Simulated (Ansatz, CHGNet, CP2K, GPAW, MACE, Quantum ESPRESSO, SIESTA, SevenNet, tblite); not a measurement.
# Random packing of 40Si3N4-60SiO2 (mol %) (92 atoms) in SIESTA, part 2 of 2

How do the settings of SIESTA change the result for random packing of 40Si3N4-60SiO2 (mol %) (92 atoms)? A plane-wave run serves as the yardstick.

Program: SIESTA 5.4.2; the method stands at each step. Banners, paths, timers and routine set-up lines are dropped from the logs unmarked, and long logs keep their key lines alone; longer cuts are marked. The potentials were converted by us to PSML.

So far. Step 3 (PBE, SZ, shift 0.01 Ry, mesh 500 Ry): Against the first run (14 %), the force difference from the reference is 98 %, at 0.30 times the CPU time (on 1 against 2 cores), with 368 basis functions against 1196: the smaller basis costs accuracy. Step 4 (PBE, SZP, shift 0.01 Ry, mesh 500 Ry): Against the first run (14 %), the force difference from the reference is 34 %, at 0.85 times the CPU time, with 828 basis functions against 1196: the smaller basis costs accuracy.

## Step 5: PBE, DZP, shift 0.01 Ry, mesh 100 Ry

Method: Kohn-Sham DFT, PBE, PseudoDojo 0.4.1 norm-conserving pseudopotentials (converted to PSML), numerical atomic orbitals (DZP), diagonalisation.

Input file input.fdf:

```
SystemLabel cell
NumberOfAtoms 92
NumberOfSpecies 3
%block ChemicalSpeciesLabel
  1 14 Si
  2 7 N
  3 8 O
%endblock ChemicalSpeciesLabel
LatticeConstant 1.0 Ang
%block LatticeVectors
  10.61780 0.00000 0.00000
  0.00000 10.61780 0.00000
  0.00000 0.00000 10.61780
%endblock LatticeVectors
PAO.BasisSize DZP
PAO.EnergyShift 0.01 Ry
XC.Functional GGA
XC.Authors PBE
MeshCutoff 100 Ry
%block kgrid_Monkhorst_Pack
  1 0 0 0.0
  0 1 0 0.0
  0 0 1 0.0
%endblock kgrid_Monkhorst_Pack
SolutionMethod diagon
OccupationFunction FD
ElectronicTemperature 580 K
SCF.Mixer.Method Pulay
SCF.Mixer.Weight 0.15
SCF.Mixer.History 8
SCF.Mix Hamiltonian
MaxSCFIterations 300
SCF.DM.Tolerance 1e-04
SCF.H.Tolerance 1.0e-3 eV
WriteForces T
Write.HirshfeldPop T
Write.VoronoiPop T
Write.DM F
Write.H F
XML.Write F
AtomicCoordinatesFormat Fractional
%block AtomicCoordinatesAndAtomicSpecies
[... 92 atom lines left out: the same atoms as in the first run ...]
%endblock AtomicCoordinatesAndAtomicSpecies
```

On the command line:

```console
$ OMP_NUM_THREADS=1 mpirun -np 2 siesta < input.fdf > output.txt
```

Log:

```text
Version         : 5.4.2
reinit: System Name:
reinit: System Label: cell
initatom: Reading input for the pseudopotentials and atomic orbitals ----------
Species number:   1 Atomic number:   14 Label: Si
Species number:   2 Atomic number:    7 Label: N
Species number:   3 Atomic number:    8 Label: O
Ground state valence configuration (from tables):   3s02  3p02  3d00  4f00
Ground state valence configuration (from tables):   2s02  2p03  3d00  4f00
Ground state valence configuration (from tables):   2s02  2p04  3d00  4f00
---- Processing specs for species: Si
GGA--PBE XC_GGA_X_PBE--XC_GGA_C_PBE pb
---- Processing specs for species: N
GGA--PBE XC_GGA_X_PBE--XC_GGA_C_PBE pb
---- Processing specs for species: O
GGA--PBE XC_GGA_X_PBE--XC_GGA_C_PBE pb
[... lines left out ...]
Total number of electrons:   448.000000
[... lines left out ...]
stepf: Fermi-Dirac step function
        iscf     Eharris(eV)        E_KS(eV)     FreeEng(eV)     dDmax    Ef(eV) dHmax(eV)
[... lines left out ...]
SCF Convergence by DM+H criterion
[... lines left out ...]
SCF cycle converged after 38 iterations
[... lines left out ...]
   Max    4.869261
[... lines left out ...]
   Max    4.869261    constrained
Stress tensor Voigt[x,y,z,yz,xz,xy] (kbar):      118.98      131.73      115.25       -1.63        0.29        9.12
[... lines left out ...]
siesta: Etot    =    -23823.864582
siesta: FreeEng =    -23824.387651
siesta: Final energy (eV):
siesta:  Band Struct. =   -5402.154127
siesta:       Kinetic =   14265.401091
siesta:       Hartree =    7070.394607
siesta:         Exch. =   -6171.408300
siesta:         Corr. =    -537.925231
siesta:   Exch.-corr. =   -6709.333531
siesta:  Ion-electron =  -26474.544045
siesta:       Ion-ion =  -11975.782704
siesta:         Total =  -23823.864582
siesta:         Fermi =      -5.035204
siesta: Stress tensor (static) (eV/Ang**3):
siesta:     0.074265    0.005691    0.000179
siesta:     0.005691    0.082222   -0.001017
siesta:     0.000179   -0.001017    0.071932
siesta: Cell volume =       1197.026105 Ang**3
siesta: Pressure (static):
siesta:                Solid            Molecule  Units
siesta:          -0.00082926         -0.00120707  Ry/Bohr**3
siesta:          -0.07613951         -0.11082777  eV/Ang**3
siesta:        -121.98894619       -177.56565714  kBar
    Orbital volume contribution        =          39.809690 eV
    (Free)E + p_basis*V_orbitals       =      -23784.577961 eV
    (Free)Eharris+ p_basis*V_orbitals  =      -23784.577952 eV
Hirshfeld Atomic Populations:
Atom #   charge [q] valence [e]  Species
     1     0.198535    3.801465  Si
     2     0.178599    3.821401  Si
     3     0.245506    3.754494  Si
[...]
37    -0.033224    5.033224  N
    38    -0.160073    5.160073  N
    39    -0.160393    5.160393  N
[...]
69    -0.104340    6.104340  O
    70    -0.149000    6.149000  O
    71    -0.118635    6.118635  O
[...]
--------------------
 Total    -0.000041
Voronoi Atomic Populations:
Atom #   charge [q] valence [e]  Species
[...]
35     0.251156    3.748844  Si
    36     0.273693    3.726307  Si
[...]
67    -0.208125    5.208125  N
    68    -0.224134    5.224134  N
[...]
91    -0.213443    6.213443  O
    92    -0.248009    6.248009  O
--------------------
 Total    -0.000058
```

Elapsed: 80 s, on 2 MPI ranks of Arm Neoverse V1, shared host; peak memory 0.73 GiB; 2.7 min of CPU time.

Numbers from this run, and their distance from the reference:

```
r.m.s. force component                          : 1.568 eV/Å
r.m.s. difference of force components           : 226.2 meV/Å
longest difference of force vectors             : 833 meV/Å
force difference over r.m.s. force              : 14.03 %
slope of forces against the reference's         : 0.9627
correlation of force components                 : 0.9903
pressure                                        : -12.2 GPa
pressure difference                             : 1.528 GPa
energy less the same-level run's                : 2.311 meV/atom
r.m.s. force difference from the same-level run : 51.28 meV/Å
```

This is a coarse setting, run to see what it loses.

Against the first run (14 %), the force difference from the reference is 14 %, at 0.17 times the CPU time: the change moves forces by 51 meV/Å r.m.s., so most of the difference comes from elsewhere.

The forces add up to 1.0 eV/Å instead of zero, usually a sign of too coarse a grid.

## Step 6: All runs compared

Differences are against the plane-wave reference, forces as r.m.s. over components; share is that over the reference's r.m.s. force, slope the least-squares factor from reference forces to these. Total energies of different programs have different zeros and aren't compared.

| run | Δ force, r.m.s. (meV/Å) | share (%) | slope | Δ pressure (GPa) | cores | CPU time | memory (GiB) |
| --- | --- | --- | --- | --- | --- | --- | --- |
| reference | - | - | - | - | 4 | 39 min | 4.3 |
| SIESTA PBE, DZP, shift 0.01 Ry, mesh 500 Ry | 222 | 13.8 | 0.960 | 1.53 | 2 | 16 min | 2.3 |
| SIESTA PBE, SZ, shift 0.01 Ry, mesh 500 Ry (coarse) | 1574 | 97.6 | 0.725 | 19.9 | 1 | 4.7 min | 0.94 |
| SIESTA PBE, SZP, shift 0.01 Ry, mesh 500 Ry (coarse) | 550 | 34.1 | 0.927 | 4.58 | 2 | 13 min | 2.1 |
| SIESTA PBE, DZP, shift 0.01 Ry, mesh 100 Ry (coarse) | 226 | 14.0 | 0.963 | 1.53 | 2 | 2.7 min | 0.73 |

Rows marked coarse were listed beforehand as settings not expected to be converged; some can still land near the reference.

CPU time is summed over cores on a shared host, where runs went side by side, so it is rough. Symmetry, cutoffs, thresholds, outputs and thread counts weren't matched or tuned between programs; memory under MPI is the largest rank's times the ranks.

Within one program, basis, potentials and functional, energies share a zero. Each run against its twin at the usual cutoff or grid and solver:

| run | twin | Δ energy (meV/atom) | Δ force, r.m.s. (meV/Å) | CPU time over the twin's |
| --- | --- | --- | --- | --- |
| SIESTA PBE, DZP, shift 0.01 Ry, mesh 100 Ry | DZP, shift 0.01 Ry, mesh 500 Ry | 2.31 | 51.3 | 0.17 |

## Step 7: Summary of results

| Quantity | Value |
| --- | --- |
| nearest in forces | a tie at 14 % of 2 runs: SIESTA PBE, DZP, shift 0.01 Ry, mesh 500 Ry; SIESTA PBE, DZP, shift 0.01 Ry, mesh 100 Ry (coarse) |

In words: The PBE run in local orbitals, coarse settings apart, differs by 14 % (SIESTA PBE, DZP, shift 0.01 Ry, mesh 500 Ry); basis, grid and potentials can all enter. Runs with settings chosen to be coarse differ by 14 % (SIESTA PBE, DZP, shift 0.01 Ry, mesh 100 Ry) to 98 % (SIESTA PBE, SZ, shift 0.01 Ry, mesh 500 Ry), their programs' other errors included. Of the electronic-structure runs that take under half the reference's CPU time, SIESTA PBE, DZP, shift 0.01 Ry, mesh 500 Ry is among the nearest, at 14 % in 16 min against 39 min; its pressure misses by +1.5 GPa. In pressure, SIESTA PBE, SZ, shift 0.01 Ry, mesh 500 Ry misses by +19.9 GPa, at the same functional. The reference's pressure holds the uncorrected Pulay stress of its 60 Ry basis, so small pressure differences, and their order, may be the reference's own error. The reference's pressure of -14 GPa belongs to a cell and atoms that aren't relaxed at this level. The electronic-structure runs sample only Γ, in a cell whose shortest periodic width is 11 Å, which is coarse for a cell with partly filled levels.

[Also dropped from logs without a mark: logging warnings of Python, and SIESTA's first energy breakdown and zero terms.]

[Logs are printed without paths, hosts, clocks, repeated set-up lines and the standing remarks that a program may print on its own settings, such as how far it seeks lower states.]

[Hosts, paths, dates, database ids (printed as entryN), source tags and the programs' standing remarks are cut or masked in the printed files.]
